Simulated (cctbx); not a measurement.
## Which space group?

Cell: a = 2.4160 Å, b = 2.4160 Å, c = 52.8820 Å, α = 90.00°, β = 90.00°, γ = 120.00°. Expected content of the cell: N6 C18.

Simulated single-crystal data (cctbx): synchrotron X-rays, λ = 0.7749 Å, to d = 0.6 Å, 50 % of the full sphere, strongest reflection 40000 counts, noise from counting, a 2 % proportional error and a noise floor of 15 counts (s.d.); no absorption.

A first pass over the reflections prints:

```text
2489 reflections to d = 0.600 A
centring   violations  <I/sigma> of those
    A        168 of  1251      2.0
    B        167 of  1225      2.0
    C        165 of  1280      2.0
    I        160 of  1263      2.0
    R          0 of  1665      0.0
    F        250 of  1878      2.0
Laue class    unique    Rint  (classes that these axes allow; Friedel mates merged)
R -3 :H           289   0.056
R -3 m :H         224   0.059
space group    extra absences  I>4sigma  <I/sigma>
R 3 2 :H                0          0         -  acentric
R 3 m :H                0          0         -  acentric
R -3 m :H               0          0         -  centric
Wilson B = 2.25 A^2   <|E^2-1|> = 0.875 (0.968 centric, 0.736 acentric)   E^2>4: 2.5 %
shell (A)         n   <I/sigma>
17.63 - 1.20     39     25.4
 1.20 - 0.95     37     16.1
 0.95 - 0.83     23      7.2
 0.83 - 0.76     29      7.7
 0.76 - 0.70     21      4.7
 0.70 - 0.66     32      6.1
 0.66 - 0.63     23      4.3
 0.63 - 0.60     20      2.4
```

Q: Read the symmetry from these tables.

The reflections that R centring forbids are absent (⟨I/σ⟩ near 0), so the lattice is R.

Rint stays low (0.056 to 0.059) up to R -3 m :H, the highest class in these axes.

3 settings pass the absence test. No glide or screw absences show, which leaves R 3 2, R 3 m and R -3 m.

⟨|E²−1|⟩ = 0.875 lies between the two ideal values. The Wilson B of 2.25 Å² means U ≈ 0.0285 Å².

The true group is R-3m (no. 166), Laue class -3m, centrosymmetric. The tables only narrow the choice to the tied entries; cell content, site symmetry and trial solutions must settle it.

This is a model crystal, built by substitution and not relaxed, with assumed displacement parameters.

[Logs are printed without paths, hosts, clocks, repeated set-up lines and the standing remarks that a program may print on its own settings, such as how far it seeks lower states.]
